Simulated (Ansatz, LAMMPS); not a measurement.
# Amorphous Si at 1.97 g/cm^3 (80 atoms): geometry optimisation, part 2 of 2

How does amorphous Si at 1.97 g/cm^3 (80 atoms) relax, and what do bonds, charges and levels look like afterwards?

Ansatz 0.2.0; Kohn-Sham DFT, PBE, PAW (set soft_2), plane waves.

The cell: 80 Si. The quench rate of 10 K/ps is orders of magnitude faster than experiment. The network of bonds at the start is that of the classical potential that made the cell. Sampling is at Γ alone, for a cell whose shortest periodic width is 12 Å.

So far. Step 4 (Relaxation): The relaxation changed the energy by -24.7 meV/atom, and atoms moved by 0.19 Å r.m.s., 1.1 Å at most. Step 7 (Functional HSE06): Forces differ from those of the single point at the relaxed geometry by 53 meV/Å r.m.s.; the pressure by -1.5 GPa and the gap by +0.29 eV. It took 4.5 min and 30 cycles; the reference's time can't be set against it, since the two runs asked for unlike analyses.

**7. Functional HSE06 (continued)**

Length of the force by element and coordination:

| element | coordination | atoms | mean length of the force (eV/Å) | spread | least | most |
| --- | --- | --- | --- | --- | --- | --- |
| Si | all | 80 | 0.0798 | 0.0458 | 0.0079 | 0.253 |
| Si | 3 | 4 | 0.151 | 0.0819 | 0.0637 | 0.253 |
| Si | 4 | 76 | 0.0761 | 0.0397 | 0.0079 | 0.227 |

The mean of these charges, 0.045 e, is only the charge that the projection spills.

Löwdin charges by element and coordination (they lack the spilled electrons, 0.045 e an atom on average):

| element | coordination | atoms | mean charge (e) | spread | least | most |
| --- | --- | --- | --- | --- | --- | --- |
| Si | all | 80 | 0.0452 | 0.0396 | -0.166 | 0.223 |
| Si | 3 | 4 | 0.0157 | 0.139 | -0.166 | 0.223 |
| Si | 4 | 76 | 0.0468 | 0.0244 | -0.0047 | 0.131 |

States in the cell by windows of 1 eV, zero at the Fermi level; the larger projections on atomic orbitals stand beside the total:

| from (eV) | to (eV) | total | Si p | Si s |
| --- | --- | --- | --- | --- |
| -14 | -13 | 2.0 | 0.1 | 1.9 |
| -13 | -12 | 11.8 | 2.8 | 8.9 |
| -12 | -11 | 20.7 | 6.1 | 14.5 |
| -11 | -10 | 16.8 | 5.3 | 11.4 |
| -10 | -9 | 23.8 | 8.4 | 15.3 |
| -9 | -8 | 21.3 | 8.7 | 12.4 |
| -8 | -7 | 16.9 | 8.5 | 8.3 |
| -7 | -6 | 16.8 | 9.9 | 6.7 |
| -6 | -5 | 21.6 | 14.4 | 6.9 |
| -5 | -4 | 25.0 | 20.8 | 3.9 |
| -4 | -3 | 39.9 | 36.3 | 3.1 |
| -3 | -2 | 50.4 | 46.8 | 2.9 |
| -2 | -1 | 38.6 | 36.1 | 1.8 |
| -1 | 0 | 14.5 | 13.1 | 1.0 |
| 0 | 1 | 6.0 | 4.2 | 1.4 |
| 1 | 2 | 28.2 | 18.0 | 7.2 |
| 2 | 3 | 45.8 | 29.3 | 9.6 |
| 3 | 4 | 48.5 | 30.5 | 7.7 |

The levels nearest the highest filled one (over half full), pooled over k-points and spins:

| level less the highest filled one (eV) | occupation |
| --- | --- |
| -0.570 | 2 |
| -0.452 | 2 |
| -0.327 | 2 |
| -0.229 | 2 |
| -0.114 | 2 |
| 0 | 2 |
| 0.623 | 0 |
| 0.979 | 0 |
| 1.21 | 0 |
| 1.41 | 0 |
| 1.51 | 0 |
| 1.60 | 0 |

**8. Functional r2SCAN (500 eV)**

The meta-GGA r2SCAN uses the kinetic energy density as well as the density and its gradient. Besides, the cutoff goes from 420 to 500 eV.

This step: Kohn-Sham DFT, r2SCAN, PAW (set soft_2), plane waves (Ansatz 0.2.0).

input.yaml

```yaml
crystal:
  lattice:
    - [12.3744, 0.0, 0.0]
    - [0.0, 12.3744, 0.0]
    - [0.0, 0.0, 12.3744]
  atoms:
    [... the 80 atom lines of step 6 ...]
kpoints:
  mp_grid: { grid: [1, 1, 1] }
hamiltonian:
  xc: r2scan
scf:
  occupations: { method: fermi_dirac, width: 0.025 }
output:
  forces: true
  stress: true
  populations: true
  dos:
    method: { smearing: { sigma: 0.08 } }
    de: 0.05
    projected: { site_lists: { Si: [Si] } }
  eigenvalues: true
```

Started as:

```
$ ansatz run input.yaml --threads 4 --pin off --max-ram 8192MiB --backend cpu --events-out ev --progress --plain --runs-dir out
```

It took 67 s on 4 threads of Arm Neoverse V1, shared host; peak memory 4.6 GiB; 4.3 min of CPU time.

Geometry and reference: those of the single point at the relaxed geometry.

Forces differ from those of the single point at the relaxed geometry by 46 meV/Å r.m.s.; the pressure by -1.2 GPa and the gap by +0.027 eV. It took 67 s and 11 cycles; the reference's time can't be set against it, since the two runs asked for unlike analyses.

**9. Functional PBEsol**

PBEsol restores the gradient expansion of exchange for slowly varying densities and usually gives shorter bonds in solids than PBE.

This step: Kohn-Sham DFT, PBEsol, PAW (set soft_2), plane waves (Ansatz 0.2.0).

input.yaml: that of step 8 with these lines changed.

```diff
@@ -10,3 +10,3 @@
 hamiltonian:
-  xc: r2scan
+  xc: pbesol
 scf:
```

Elapsed: 19 s, on 4 threads; peak memory 1.7 GiB; 73 s of CPU time.

Geometry and reference: those of the single point at the relaxed geometry.

Forces differ from those of the single point at the relaxed geometry by 22 meV/Å r.m.s.; the pressure by -1.5 GPa.

**10. What each setting buys**

Differences are against the single point at the relaxed geometry (Kohn-Sham DFT, PBE, PAW (set soft_2), plane waves), whose r.m.s. force component is 0.00375 eV/Å. Times are for 4 threads of Arm Neoverse V1, shared host. The reference's time includes grids, which some other runs skip.

| run | Δ force, r.m.s. (meV/Å) | Δ pressure (GPa) | Δ gap (eV) | cycles | time | host memory (GiB) |
| --- | --- | --- | --- | --- | --- | --- |
| reference | - | - | - | 11 | 21 s | 1.7 |
| functional HSE06 | 53.0 | -1.52 | 0.286 | 30 | 4.5 min | 4.0 |
| functional r2SCAN (500 eV) | 45.6 | -1.18 | 0.0271 | 11 | 67 s | 4.6 |
| functional PBEsol | 21.6 | -1.47 | 0.0017 | 11 | 19 s | 1.7 |

**11. Outcome**

```json
{
 "energy change in the relaxation": "-24.73 meV/atom",
 "r.m.s. displacement": "0.19 Å",
 "largest displacement": "1.119 Å",
 "free energy per atom": "-635.5505 eV/atom",
 "pressure": "-2.606 GPa",
 "r.m.s. force component": "0.00375 eV/Å",
 "gap (highest filled to lowest empty level)": "0.3369 eV",
 "wall time of the 6 DFT runs": "8.2 min"
}
```

What this shows: Relaxation lowers the energy by 24.7 meV/atom and moves atoms by 0.19 Å r.m.s.; the r.m.s. force component goes from 0.25 to 0.0037 eV/Å. By the final cutoffs 1 of 158 bonded pairs parted and 1 joined. From the first step to the last the energy fell by 1.978 eV, and the largest move was 1.12 Å (Si6). With the cutoffs above, 95 % of Si atoms have 4 bonded neighbours. Between filled and empty levels lie 0.337 eV (at Γ alone); a semilocal functional tends to put such gaps too low. In a disordered cell it changes from sample to sample, and tail or defect levels can set it.

Among the changes of functional, dispersion, potentials or spin set against this reference, functional HSE06 moves the forces most, by 53 meV/Å r.m.s. The gap changes by +0.29 eV with HSE06.

Caveats: The starting topology of bonds comes from the classical model; in DFT 1 of its 158 bonded pairs passed out of the cutoffs and 1 came within them. The pressure of -2.6 GPa says that the cell would shrink at this level of theory.

Against the measurements quoted at the start:

| quantity | measured | this cell | difference | method of the measurement |
| --- | --- | --- | --- | --- |
| number of Si about Si | 3.9 | 3.95 | +1.3 % | X-ray diffraction |

The cell differs from the measured neighbour counts by up to 1.3 %. The network comes from the model that made the cell; in DFT 1 of its 158 bonded pairs passed out of the cutoffs and 1 came within them. Our coordination numbers hang on a cutoff, and experiments count neighbours in their own ways.

[Logs are printed without paths, hosts, clocks, repeated set-up lines and the standing remarks that a program may print on its own settings, such as how far it seeks lower states.]

[Hosts, paths, dates, database ids (printed as entryN), source tags and the programs' standing remarks are cut or masked in the printed files.]
